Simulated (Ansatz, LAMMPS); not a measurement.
# Glassy 30Al2O3-70P2O5 (mol %) (128 atoms): where an added charge goes: runs compared

Aim: add and remove one electron in glassy 30Al2O3-70P2O5 (mol %) (128 atoms), with atoms held and relaxed, and read trapping energy and localisation.

Computed with Ansatz 0.2.0: Kohn-Sham DFT, PBEsol, PAW (set soft_1), plane waves.

### 1. The cell as built

The cell holds 128 atoms: 12 Al, 28 P and 88 O. Its edges and angles: a = 11.908 Å, b = 11.908 Å, c = 11.908 Å, α = 90.0°, β = 90.0°, γ = 90.0°. 128 atoms (12 Al, 28 P, 88 O) placed at random at 2.49 g/cm³, melted at 4000 K for 10 ps at fixed volume with the Morse and Coulomb pair potential with partial charges (Pedone, Malavasi, Menziani, Cormack and Segre, J. Phys. Chem. B 110, 11780 (2006)). Quenched from 4000 K to 300 K at 100 K/ps and fixed volume, held 10 ps at zero pressure.

Limits known from the start: The quench rate of 100 K/ps is orders of magnitude faster than experiment, which tends to freeze in extra defects. The starting topology of bonds comes from the classical model, and needn't be the one that DFT or experiment would give. The Brillouin zone is sampled at Γ only, in a cell whose shortest periodic width is 12 Å.

### 2. The reference run

The reference is a single point at the end of the relaxation.

The charged cells start from the geometry of this run, on a uniform background, with spin and a narrow Fermi–Dirac smearing.

Its input, with most atom lines left out:

```yaml
crystal:
  lattice:
    - [11.90826, 0.0, 0.0]
    - [0.0, 11.90826, 0.0]
    - [0.0, 0.0, 11.90826]
  atoms:
    - { symbol: Al, position: [0.89596, 0.21223, 0.75647] }
    - { symbol: Al, position: [0.19199, 0.70278, 0.34152] }
    - { symbol: Al, position: [0.9952, 0.56686, 0.97123] }
    - { symbol: Al, position: [0.52241, 0.22546, 0.87296] }
    - { symbol: Al, position: [0.53232, 0.20636, 0.4835] }
    - { symbol: Al, position: [0.60369, 0.69922, 0.80631] }
    - { symbol: Al, position: [0.31049, 0.28571, 0.1955] }
    [... atom lines 8 to 128 left out ...]
kpoints:
  mp_grid: { grid: [1, 1, 1] }
hamiltonian:
  xc: pbesol
  pseudopotentials: { kind: paw, azcp: { folder: soft_1 }, xc_functional: pbe }
scf:
  occupations: { method: fixed }
output:
  forces: true
  stress: true
  populations: true
  dos:
    method: { smearing: { sigma: 0.08 } }
    de: 0.1
    projected: { site_lists: { Al: [Al], O: [O], P: [P] } }
  eigenvalues: true
  write_density: true
  write_potential: true
  volumetric_format: npy
```

| Quantity | Value |
| --- | --- |
| free energy per atom | -597.2375 eV/atom |
| r.m.s. force component | 0.01126 eV/Å |
| pressure | -1.373 GPa |

Filled and empty levels are parted by 4.07 eV (at Γ alone); a semilocal functional tends to put such gaps too low. In a disordered cell it changes from sample to sample, and tail or defect levels can set it.

### 3. The runs

Each row is one run, on 4 threads of AMD EPYC 7B13 (Zen 3), shared host. The free energy is the program's total, comparable only between runs with the same functional, potentials and atoms; between charge states it hangs on the program's zero of potential.

| run | atoms | outcome | ionic steps, all passes | free energy (eV) | time | host memory (GiB) |
| --- | --- | --- | --- | --- | --- | --- |
| Single point at the start | 128 | converged | - | -76428.794 | 22 s | 2.2 |
| Relaxation | 128 | converged | 42 | -76446.401 | 8.8 min | 2.2 |
| Single point at the relaxed geometry | 128 | converged | - | -76446.401 | 38 s | 2.4 |
| An extra electron, atoms held | 128 | converged | - | -76439.332 | 90 s | 4.1 |
| An extra electron, atoms relaxed | 128 | converged | 24 | -76440.733 | 11 min | 4.0 |
| An extra electron, levels at the relaxed geometry | 128 | converged | - | -76440.733 | 1.8 min | 4.1 |
| Neutral at the geometry of the electron | 128 | converged | - | -76444.384 | 45 s | 2.4 |
| An extra hole, atoms held | 128 | converged | - | -76448.938 | 2.4 min | 4.0 |
| An extra hole, atoms relaxed | 128 | converged | 10 | -76449.090 | 9.5 min | 4.0 |
| An extra hole, levels at the relaxed geometry | 128 | converged | - | -76449.090 | 2 min | 4.1 |
| Neutral at the geometry of the hole | 128 | converged | - | -76446.106 | 34 s | 2.4 |

In some runs the program notes that the exchange-correlation potential is rough where the density is thin.

A closer look about P18, which holds the most spin of the extra electron after relaxation: 9 atoms, nearest first, numbered in the order of the input, with positions taken from that point.

| atom | x | y | z | distance (Å) | intrinsic-atomic-orbital charge (e) | moment (μB) |
| --- | --- | --- | --- | --- | --- | --- |
| P18 | 0.00 | 0.00 | 0.00 | 0.00 | 1.63 | 0.14 |
| O80 | -0.16 | 1.30 | 0.87 | 1.57 | -0.87 | 0.11 |
| O112 | -0.31 | -1.10 | 1.25 | 1.69 | -0.80 | 0.01 |
| O107 | -1.58 | 0.07 | -0.68 | 1.72 | -0.80 | 0.03 |
| O89 | 0.30 | -1.36 | -1.07 | 1.76 | -0.81 | 0.09 |
| O116 | 2.23 | 0.09 | 0.48 | 2.28 | -0.85 | 0.04 |
| P37 | -0.12 | -0.95 | 2.80 | 2.96 | 2.02 | 0.00 |
| P38 | -2.80 | 0.98 | -0.90 | 3.10 | 2.10 | 0.00 |
| P24 | -0.38 | -2.73 | -1.45 | 3.11 | 2.08 | 0.01 |

A closer look about O122, which holds the most spin of the extra hole after relaxation: 8 atoms, nearest first, numbered in the order of the input, with positions taken from that point.

| atom | x | y | z | distance (Å) | intrinsic-atomic-orbital charge (e) | moment (μB) |
| --- | --- | --- | --- | --- | --- | --- |
| O122 | 0.00 | 0.00 | 0.00 | 0.00 | -0.76 | 0.20 |
| P27 | 1.09 | -0.91 | 0.49 | 1.50 | 2.06 | 0.00 |
| O54 | 1.19 | -2.18 | -0.39 | 2.51 | -0.84 | 0.05 |
| O87 | 2.55 | -0.13 | 0.25 | 2.57 | -0.80 | 0.00 |
| O77 | 1.14 | -1.25 | 1.95 | 2.59 | -0.83 | 0.05 |
| O125 | 0.06 | 2.98 | -0.16 | 2.99 | -0.80 | 0.02 |
| O94 | 1.11 | 2.01 | 1.93 | 3.00 | -0.80 | 0.13 |
| P35 | 2.93 | 1.03 | -0.72 | 3.19 | 2.12 | 0.00 |

### 4. Energies and spread of the extra charge

Energies are differences within one cell and functional; the shift is the gain plus the neutral cell's energy at the new geometry, that is how much cheaper the vertical process becomes there. The spread is the participation number of the site moments (1/Σw², over the spin inside atomic spheres), with the atom that holds the largest share and the spin that the spheres hold in all.

| carrier | charged less neutral, atoms held (eV) | gain on relaxing (eV) | neutral cell at that geometry, less the reference (eV) | shift of the vertical energy (eV) | spread, atoms held | spread, relaxed |
| --- | --- | --- | --- | --- | --- | --- |
| electron | 7.069 | 1.401 | 2.017 | 3.418 | 58; P18 6 % of 0.31 μB | 5; P18 29 % of 0.48 μB |
| hole | -2.537 | 0.152 | 0.295 | 0.447 | 22; O122 14 % of 0.72 μB | 8; O122 28 % of 0.72 μB |

### 5. Outcome

The extra electron gains 1.4 eV as the atoms relax, and its spin goes from about 58 to 5 atoms: the atoms trap it, with the largest share on P18. The P18–O116 distance goes from 1.84 to 2.28 Å. With the atoms held, the spheres hold only 0.31 of the 0.86 μB, so the spread is read from a small part of the spin. The extra hole gains 0.15 eV as the atoms relax, and its spin goes from about 22 to 8 atoms: a partial localisation as the atoms move, with the largest share on O122. Adding the two vertical energies gives 4.53 eV, against a gap of 4.07 eV in the neutral cell. The zero of the potential cancels in this sum; the excess isn't taken apart here: charging of a small cell, filling of bands on a coarse mesh and the attraction to the background can all enter.

**Limits.** Single energies of charged cells hang on the program's zero of potential. In the spin-polarised runs the search for a state of lower energy was switched off. No distortion was seeded, so a trapped state behind a barrier can't be found. Local and semilocal functionals favour spread-out charges, so trapping can be missed. Charged cells carry a uniform background, with no correction for images.

The DFT runs together took 40 min of wall time.

[Logs are printed without paths, hosts, clocks, repeated set-up lines and the standing remarks that a program may print on its own settings, such as how far it seeks lower states.]

[Hosts, paths, dates, database ids (printed as entryN), source tags and the programs' standing remarks are cut or masked in the printed files.]
